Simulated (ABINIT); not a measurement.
# KMgH3 (Pm-3m): G0W0 in ABINIT against the plane-wave cutoff, part 2 of 2

Aim: move the plane-wave cutoff of a G0W0 run on KMgH3 (Pm-3m) over a wide range.

ABINIT 10.8.3; LDA and many-body steps on it, plane waves. Known limits of the many-body steps: not at the basis limit; coarse k mesh.

So far. Step 5 (Empty states on the mesh, 2×2×2 mesh, 41 bands): On this mesh the gap is 2.049 eV. Step 6 (Screening, 2×2×2 mesh, 37 bands, screening to 106.1 eV): Local fields lower ε∞ by 11 %. On a Γ-centred mesh this coarse the value itself is usually too large, while a short band sum pulls it down.

## Step 8: Screening, 2×2×2 mesh, 37 bands, screening to 106.1 eV

This step: RPA screening on LDA, plane waves, norm-conserving pseudopotentials.

The input, run.abi:

```
acell 3*1.0 Angstrom
rprim 
  4.025000000000 0.000000000000 0.000000000000
  0.000000000000 4.025000000000 0.000000000000
  0.000000000000 0.000000000000 4.025000000000
ntypat 3
znucl 19 12 1
natom 5
typat 1 2 3 3 3
xred 
  0.000000000000 0.000000000000 0.000000000000
  0.500000000000 0.500000000000 0.500000000000
  0.000000000000 0.500000000000 0.500000000000
  0.500000000000 0.000000000000 0.500000000000
  0.500000000000 0.500000000000 0.000000000000
pp_dirpath "pseudos"
pseudos "K.upf, Mg.upf, H.upf"
ecut 30
ngkpt 2 2 2
nshiftk 1
shiftk 0 0 0
kptopt 1
chksymbreak 0
istwfk *1
occopt 1
irdwfk 1
optdriver 3
nband 37
ecuteps 3.9
inclvkb 2
awtr 1
symchi 1
indata_prefix "in"
outdata_prefix "out"
tmpdata_prefix "tmp"
```

On the command line:

```console
> OMP_NUM_THREADS=1 mpirun -n 4 abinit run.abi > log
```

Numbers of over 12 decimals in the logs are rounded to 6 here.

Output:

```text
.Version 10.8.3 of ABINIT. v10.8.2 released Aug 2026.

 Symmetries : space group Pm -3 m (#221); Bravais cP (primitive cubic)
[... echo of the input left out ...]
== DATASET  1 ==================================================================
-   mpi_nproc: 4, omp_nthreads: 1 (-1 if OMP is not activated)

--- !DatasetInfo
iteration_state: {dtset: 1, }
dimensions: {natom: 5, nkpt: 4, mband: 37, nsppol: 1, nspinor: 1, nspden: 1, mpw: 3468, }
cutoff_energies: {ecut:  30.0, pawecutdg:  -1.0, }
electrons: {nelect:   2.20000000E+01, charge:   0.00000000E+00, occopt:   1.00000000E+00, tsmear:   1.00000000E-02, }

 SCREENING: Calculation of the susceptibility and dielectric matrices

 Based on a program developped by R.W. Godby, V. Olevano, G. Onida, and L. Reining.
 Incorporated in ABINIT by V. Olevano, G.-M. Rignanese, and M. Torrent.
.Using double precision arithmetic ; gwpc =  8

[... cell and pseudopotentials left out ...]
--------------------------------------------------------------------------------

 ==== K-mesh for the wavefunctions ====
 Number of points in the irreducible wedge :     4
[... list of points left out ...]
 Together with 48 symmetry operations and time-reversal symmetry
 yields     8 points in the full Brillouin Zone.

 ==== Q-mesh for the screening function ====
 Number of points in the irreducible wedge :     4
[... list of points left out ...]
 Together with 48 symmetry operations and time-reversal symmetry
 yields     8 points in the full Brillouin Zone.

 setmesh: FFT mesh size selected  =    25x   25x   25
          total number of points  =        15625

 vcoul_init : cutoff-mode = AUXILIARY_FUNCTION
 q-points for optical limit:   1
     1)      0.000010    0.000020    0.000030

- screening: taking advantage of time-reversal symmetry
- Maximum band index for partially occupied states nbvw = 11
- Remaining bands to be divided among processors   nbcw = 26
- Number of bands treated by each node ~6

 Number of electrons calculated from density =   22.0000; Expected =   22.0000
 average of density, n =  0.049995
 r_s =    1.6839
 omega_plasma =   21.5685 [eV]

 calculating chi0 at frequencies [eV] :
  1    0.000000E+00    0.000000E+00
  2    0.000000E+00    2.156849E+01

--------------------------------------------------------------------------------
  q-point number  1        q = ( 0.000000, 0.000000, 0.000000) [r.l.u.]
--------------------------------------------------------------------------------
[... chi0 elements left out ...]
 For q-point:  0.000010 0.000020 0.000030
  dielectric constant =   4.3618
  dielectric constant without local fields =   4.9107

  Average fulfillment of the sum rule on Im[epsilon] for q-point    1 :     34.89  [%]
[... wings left out ...]
  q-point number  2        q = ( 0.500000, 0.000000, 0.000000) [r.l.u.]
--------------------------------------------------------------------------------
[... chi0 elements left out ...]
  Average fulfillment of the sum rule on Im[epsilon] for q-point    2 :     44.23  [%]

 [... 2 further q-points ...]
```

Elapsed: 3.3 s, on 4 MPI ranks of Arm Neoverse V1, shared host; peak memory 0.43 GiB; 13 s of CPU time.

Numbers from this step:

```yaml
eps_infinity_with_local_fields_on_this_mesh_along_the_program_s_q_direction: 4.362
the_same_without_local_fields: 4.911
plasma_frequency: 21.57 eV
plane_waves_in_the_screening_matrix: 171
```

## Step 9: 30 Ha

The self-energy is evaluated for the states that the input lists, and the levels follow from it, in one-shot runs by the linearised quasiparticle equation.

This step: G0W0 on LDA, plane waves, norm-conserving pseudopotentials.

run.abi, as its differences from that of step 8:

```diff
@@ -26,8 +26,19 @@
 irdwfk 1
-optdriver 3
+optdriver 4
 nband 37
+gwcalctyp 0
+ecutsigx 30
+symsigma 1
+nkptgw 3
+kptgw 
+  0.5000000000 0.0000000000 0.0000000000
+  0.5000000000 0.5000000000 0.5000000000
+  0.0000000000 0.0000000000 0.0000000000
+bdgw 
+  10 13
+  9 15
+  10 14
 ecuteps 3.9
-inclvkb 2
-awtr 1
-symchi 1
+irdscr 1
+ppmodel 1
 indata_prefix "in"
```

Output:

```text
.Version 10.8.3 of ABINIT. v10.8.2 released Aug 2026.

 Symmetries : space group Pm -3 m (#221); Bravais cP (primitive cubic)
[... echo of the input left out ...]
== DATASET  1 ==================================================================
-   mpi_nproc: 4, omp_nthreads: 1 (-1 if OMP is not activated)

--- !DatasetInfo
iteration_state: {dtset: 1, }
dimensions: {natom: 5, nkpt: 4, mband: 37, nsppol: 1, nspinor: 1, nspden: 1, mpw: 3468, }
cutoff_energies: {ecut:  30.0, pawecutdg:  -1.0, }
electrons: {nelect:   2.20000000E+01, charge:   0.00000000E+00, occopt:   1.00000000E+00, tsmear:   1.00000000E-02, }

 SIGMA: Calculation of the GW corrections

 Based on a program developped by R.W. Godby, V. Olevano, G. Onida, and L. Reining.
 Incorporated in ABINIT by V. Olevano, G.-M. Rignanese, and M. Torrent.
.Using double precision arithmetic ; gwpc =  8

[... cell and pseudopotentials left out ...]
--------------------------------------------------------------------------------

 ==== K-mesh for the wavefunctions ====
 Number of points in the irreducible wedge :     4
[... list of points left out ...]
 Together with 48 symmetry operations and time-reversal symmetry
 yields     8 points in the full Brillouin Zone.

 ==== Q-mesh for screening function ====
 Number of points in the irreducible wedge :     4
[... list of points left out ...]
 Together with 48 symmetry operations and time-reversal symmetry
 yields     8 points in the full Brillouin Zone.

 vcoul_init : cutoff-mode = AUXILIARY_FUNCTION
 q-points for optical limit:   1
     1)      0.000010    0.000020    0.000030
 setmesh: FFT mesh size selected  =    40x   40x   40
          total number of points  =        64000

 Number of electrons calculated from density =   22.0000; Expected =   22.0000
[...]
number of plane-waves for wavefunctions          3407
 number of bands                                    37
 number of q-points in IBZ                           4
 number of frequencies                               2
 number of real frequencies                          1
 number of imag frequencies                          1

 matrix elements of self-energy operator (all in [eV])

 Perturbative Calculation

--- !SelfEnergy_ee
iteration_state: {dtset: 1, }
kpoint     : [   0.500,    0.000,    0.000, ]
spin       : 1
KS_gap     :    5.067
QP_gap     :    7.505
Delta_QP_KS:    2.438
data: !SigmaeeData |
     Band     E0 <VxcDFT>   SigX SigC(E0)      Z dSigC/dE  Sig(E)    E-E0       E
       10  -1.010 -10.060 -13.662   2.657   0.777  -0.286 -10.794  -0.734  -1.745
       11   1.866 -11.058 -14.318   2.457   0.788  -0.269 -11.691  -0.633   1.233
       12   6.933  -9.606  -4.206  -3.200   0.820  -0.219  -7.802   1.804   8.738
[...]
--- !SelfEnergy_ee
iteration_state: {dtset: 1, }
kpoint     : [   0.500,    0.500,    0.500, ]
spin       : 1
KS_gap     :    4.190
QP_gap     :    6.397
Delta_QP_KS:    2.207
data: !SigmaeeData |
     Band     E0 <VxcDFT>   SigX SigC(E0)      Z dSigC/dE  Sig(E)    E-E0       E
[...]
--- !SelfEnergy_ee
iteration_state: {dtset: 1, }
kpoint     : [   0.000,    0.000,    0.000, ]
spin       : 1
KS_gap     :    6.001
QP_gap     :    8.133
Delta_QP_KS:    2.132
data: !SigmaeeData |
     Band     E0 <VxcDFT>   SigX SigC(E0)      Z dSigC/dE  Sig(E)    E-E0       E
[...]
13   7.373  -9.290  -4.133  -3.293   0.816  -0.225  -7.768   1.522   8.895
       14   7.373  -9.290  -4.133  -3.293   0.816  -0.225  -7.768   1.522   8.895

== END DATASET(S) ==============================================================
================================================================================

 -outvars: echo values of variables after computation  --------
           etotal      0.0000000000E+00
            nband          37
             nkpt           4
          spgroup         221
 [... the other variables as echoed above ...]

 Calculation completed.
```

Run time: 4 s. Hardware: 4 MPI ranks; peak memory 0.39 GiB; 16 s of CPU time.

This step gave:

```yaml
g0w0_gap_on_the_points_computed: 4.122 eV
starting_gap_on_the_mesh: 2.029 eV
k_of_the_valence_top: 0.5, 0, 0
k_of_the_conduction_bottom: 0.5, 0.5, 0.5
z_at_the_valence_top: 0.788
z_at_the_conduction_bottom: 0.821
least_direct_g0w0_gap_on_the_computed_points: 6.397 eV
```

The gap on the mesh goes from 2.03 eV to 4.12 eV, a correction of +2.09 eV.

## Step 10: Screening, 2×2×2 mesh, 37 bands, screening to 106.1 eV

This step: RPA screening on LDA, plane waves, norm-conserving pseudopotentials.

run.abi, as its differences from that of step 9:

```diff
@@ -17,3 +17,3 @@
 pseudos "K.upf, Mg.upf, H.upf"
-ecut 30
+ecut 38
 ngkpt 2 2 2
@@ -26,19 +26,8 @@
 irdwfk 1
-optdriver 4
+optdriver 3
 nband 37
-gwcalctyp 0
-ecutsigx 30
-symsigma 1
-nkptgw 3
-kptgw 
-  0.5000000000 0.0000000000 0.0000000000
-  0.5000000000 0.5000000000 0.5000000000
-  0.0000000000 0.0000000000 0.0000000000
-bdgw 
-  10 13
-  9 15
-  10 14
 ecuteps 3.9
-irdscr 1
-ppmodel 1
+inclvkb 2
+awtr 1
+symchi 1
 indata_prefix "in"
```

Output:

```text
.Version 10.8.3 of ABINIT. v10.8.2 released Aug 2026.

 Symmetries : space group Pm -3 m (#221); Bravais cP (primitive cubic)
[... echo of the input left out ...]
== DATASET  1 ==================================================================
-   mpi_nproc: 4, omp_nthreads: 1 (-1 if OMP is not activated)

--- !DatasetInfo
iteration_state: {dtset: 1, }
dimensions: {natom: 5, nkpt: 4, mband: 37, nsppol: 1, nspinor: 1, nspden: 1, mpw: 4950, }
cutoff_energies: {ecut:  38.0, pawecutdg:  -1.0, }
[...]
--------------------------------------------------------------------------------
[... chi0 elements left out ...]
 For q-point:  0.000010 0.000020 0.000030
  dielectric constant =   4.3584
  dielectric constant without local fields =   4.9076

  Average fulfillment of the sum rule on Im[epsilon] for q-point    1 :     34.87  [%]
[... wings left out ...]
  q-point number  2        q = ( 0.500000, 0.000000, 0.000000) [r.l.u.]
--------------------------------------------------------------------------------
[... chi0 elements left out ...]
  Average fulfillment of the sum rule on Im[epsilon] for q-point    2 :     44.15  [%]

 [... 2 further q-points ...]
```

The job ended after 3.9 s (4 MPI ranks; peak memory 0.48 GiB).

This step gave:

| Item | Value |
| --- | --- |
| ε∞ with local fields, on this mesh, along the program's q direction | 4.358 |
| the same without local fields | 4.908 |
| plasma frequency | 21.57 eV |
| plane waves in the screening matrix | 171 |

## Step 11: 38 Ha

This step: G0W0 on LDA, plane waves, norm-conserving pseudopotentials.

run.abi, as its differences from that of step 10:

```diff
@@ -26,8 +26,19 @@
 irdwfk 1
-optdriver 3
+optdriver 4
 nband 37
+gwcalctyp 0
+ecutsigx 38
+symsigma 1
+nkptgw 3
+kptgw 
+  0.5000000000 0.0000000000 0.0000000000
+  0.5000000000 0.5000000000 0.5000000000
+  0.0000000000 0.0000000000 0.0000000000
+bdgw 
+  10 13
+  9 15
+  10 14
 ecuteps 3.9
-inclvkb 2
-awtr 1
-symchi 1
+irdscr 1
+ppmodel 1
 indata_prefix "in"
```

Output:

```text
.Version 10.8.3 of ABINIT. v10.8.2 released Aug 2026.

 Symmetries : space group Pm -3 m (#221); Bravais cP (primitive cubic)
[... echo of the input left out ...]
== DATASET  1 ==================================================================
-   mpi_nproc: 4, omp_nthreads: 1 (-1 if OMP is not activated)

--- !DatasetInfo
iteration_state: {dtset: 1, }
dimensions: {natom: 5, nkpt: 4, mband: 37, nsppol: 1, nspinor: 1, nspden: 1, mpw: 4950, }
cutoff_energies: {ecut:  38.0, pawecutdg:  -1.0, }
[...]
Band     E0 <VxcDFT>   SigX SigC(E0)      Z dSigC/dE  Sig(E)    E-E0       E
[...]
13   7.350  -9.313  -4.160  -3.292   0.816  -0.225  -7.793   1.520   8.870
       14   7.350  -9.313  -4.160  -3.292   0.816  -0.225  -7.793   1.520   8.870

== END DATASET(S) ==============================================================
================================================================================

 -outvars: echo values of variables after computation  --------
           etotal      0.0000000000E+00
            nband          37
             nkpt           4
          spgroup         221
 [... the other variables as echoed above ...]

 Calculation completed.
```

Run time: 4.5 s. Hardware: 4 MPI ranks; peak memory 0.63 GiB.

Numbers from this step:

- G0W0 gap on the points computed: 4.135 eV
- starting gap on the mesh: 2.048 eV
- k of the valence top: 0.5, 0, 0
- k of the conduction bottom: 0.5, 0.5, 0.5
- least direct G0W0 gap on the computed points: 6.418 eV

Against the run before, the gap moves by +0.013 eV.

## Step 12: Screening, 2×2×2 mesh, 37 bands, screening to 106.1 eV

This step: RPA screening on LDA, plane waves, norm-conserving pseudopotentials.

run.abi, as its differences from that of step 11:

```diff
@@ -17,3 +17,3 @@
 pseudos "K.upf, Mg.upf, H.upf"
-ecut 38
+ecut 48
 ngkpt 2 2 2
@@ -26,19 +26,8 @@
 irdwfk 1
-optdriver 4
+optdriver 3
 nband 37
-gwcalctyp 0
-ecutsigx 38
-symsigma 1
-nkptgw 3
-kptgw 
-  0.5000000000 0.0000000000 0.0000000000
-  0.5000000000 0.5000000000 0.5000000000
-  0.0000000000 0.0000000000 0.0000000000
-bdgw 
-  10 13
-  9 15
-  10 14
 ecuteps 3.9
-irdscr 1
-ppmodel 1
+inclvkb 2
+awtr 1
+symchi 1
 indata_prefix "in"
```

Output:

```text
.Version 10.8.3 of ABINIT. v10.8.2 released Aug 2026.

 Symmetries : space group Pm -3 m (#221); Bravais cP (primitive cubic)
[... echo of the input left out ...]
== DATASET  1 ==================================================================
-   mpi_nproc: 4, omp_nthreads: 1 (-1 if OMP is not activated)

--- !DatasetInfo
iteration_state: {dtset: 1, }
dimensions: {natom: 5, nkpt: 4, mband: 37, nsppol: 1, nspinor: 1, nspden: 1, mpw: 7000, }
cutoff_energies: {ecut:  48.0, pawecutdg:  -1.0, }
[...]
--------------------------------------------------------------------------------
[... chi0 elements left out ...]
 For q-point:  0.000010 0.000020 0.000030
  dielectric constant =   4.3580
  dielectric constant without local fields =   4.9074

  Average fulfillment of the sum rule on Im[epsilon] for q-point    1 :     34.87  [%]
[... wings left out ...]
  q-point number  2        q = ( 0.500000, 0.000000, 0.000000) [r.l.u.]
--------------------------------------------------------------------------------
[... chi0 elements left out ...]
  Average fulfillment of the sum rule on Im[epsilon] for q-point    2 :     44.17  [%]

 [... 2 further q-points ...]
```

Elapsed: 4.3 s, on 4 MPI ranks; peak memory 0.58 GiB.

Numbers from this step:

```yaml
eps_infinity_with_local_fields_on_this_mesh_along_the_program_s_q_direction: 4.358
the_same_without_local_fields: 4.907
plasma_frequency: 21.57 eV
plane_waves_in_the_screening_matrix: 171
```

## Step 13: 48 Ha

This step: G0W0 on LDA, plane waves, norm-conserving pseudopotentials.

run.abi, as its differences from that of step 12:

```diff
@@ -26,8 +26,19 @@
 irdwfk 1
-optdriver 3
+optdriver 4
 nband 37
+gwcalctyp 0
+ecutsigx 48
+symsigma 1
+nkptgw 3
+kptgw 
+  0.5000000000 0.0000000000 0.0000000000
+  0.5000000000 0.5000000000 0.5000000000
+  0.0000000000 0.0000000000 0.0000000000
+bdgw 
+  10 13
+  9 15
+  10 14
 ecuteps 3.9
-inclvkb 2
-awtr 1
-symchi 1
+irdscr 1
+ppmodel 1
 indata_prefix "in"
```

Output:

```text
.Version 10.8.3 of ABINIT. v10.8.2 released Aug 2026.

 Symmetries : space group Pm -3 m (#221); Bravais cP (primitive cubic)
[... echo of the input left out ...]
== DATASET  1 ==================================================================
-   mpi_nproc: 4, omp_nthreads: 1 (-1 if OMP is not activated)

--- !DatasetInfo
iteration_state: {dtset: 1, }
dimensions: {natom: 5, nkpt: 4, mband: 37, nsppol: 1, nspinor: 1, nspden: 1, mpw: 7000, }
cutoff_energies: {ecut:  48.0, pawecutdg:  -1.0, }
[...]
Band     E0 <VxcDFT>   SigX SigC(E0)      Z dSigC/dE  Sig(E)    E-E0       E
[...]
13   7.349  -9.314  -4.165  -3.292   0.816  -0.225  -7.798   1.516   8.866
       14   7.349  -9.314  -4.165  -3.292   0.816  -0.225  -7.798   1.516   8.866

== END DATASET(S) ==============================================================
================================================================================

 -outvars: echo values of variables after computation  --------
           etotal      0.0000000000E+00
            nband          37
             nkpt           4
          spgroup         221
 [... the other variables as echoed above ...]

 Calculation completed.
```

Elapsed: 4.8 s, on 4 MPI ranks; peak memory 0.68 GiB; 19 s of CPU time.

This step gave:

* G0W0 gap on the points computed: 4.134 eV
* starting gap on the mesh: 2.049 eV
* k of the valence top: 0.5, 0, 0
* k of the conduction bottom: 0.5, 0.5, 0.5
* least direct G0W0 gap on the computed points: 6.418 eV

Against the run before, the gap moves by −0.001 eV.

## Step 14: The runs together

Times are wall times on 4 MPI ranks of Arm Neoverse V1, shared host, good to a factor of about two. A run's time includes the screening step that it read.

| run | mesh | bands | screening cutoff (eV) | DFT gap (eV) | gap on the mesh (eV) | direct (eV) | ε∞ used | time |
| --- | --- | --- | --- | --- | --- | --- | --- | --- |
| 23 Ha | 2×2×2 | 37 | 106.1 | 1.896 | 4.010 | 6.253 | 4.40 | 7 s |
| 30 Ha | 2×2×2 | 37 | 106.1 | 2.029 | 4.122 | 6.397 | 4.36 | 7.3 s |
| 38 Ha | 2×2×2 | 37 | 106.1 | 2.048 | 4.135 | 6.418 | 4.36 | 8.3 s |
| 48 Ha | 2×2×2 | 37 | 106.1 | 2.049 | 4.134 | 6.418 | 4.36 | 9.1 s |

## Step 15: Results

```
23 Ha        : 4.010 eV
30 Ha        : 4.122 eV
38 Ha        : 4.135 eV
48 Ha        : 4.134 eV
known limits : not at the basis limit; coarse k mesh
```

The setting moved: plane-wave cutoff. From 23 Ha to 48 Ha the gap moves by +0.12 eV. It holds to 0.03 eV from 30 Ha on. Bands and screening cutoff are coupled, so a series along one setting does not show full convergence. Bands and cutoff are finite, so the gap is not at the basis limit. The miss can reach some tenths of an eV and take either sign; the mesh is an error of its own. In the G0W0 runs levels were corrected at 3 k points alone, so a gap called «on the mesh» is the least over those, and an edge elsewhere would be missed. The 2×2×2 mesh is coarse for this cell, which bears on the long-range parts of exchange and screening. This is the ideal cubic cell; many perovskites, halides above all, are cubic only on average, and local tilts or off-centring can widen the gap.

[Paths, hosts, dates, memory and timing lines, banners, echoed tables and standing remarks are left out of the program output.]

[Logs are printed without paths, hosts, clocks, repeated set-up lines and the standing remarks that a program may print on its own settings, such as how far it seeks lower states.]

[Runs of the session that timed out or met a known fault of the program may be left out.]

[Hosts, paths, dates, database ids (printed as entryN), source tags and the programs' standing remarks are cut or masked in the printed files.]

[G0W0 gaps are taken among the corrected bands and points alone; a level outside them can change the order at an edge.]

[Where Ansatz stands beside ABINIT at settings called matched, ABINIT's density can come from a denser mesh and the files from another edition; pairs whose starting gaps differed by over 0.03 eV were left out, so agreement reads better than it is.]
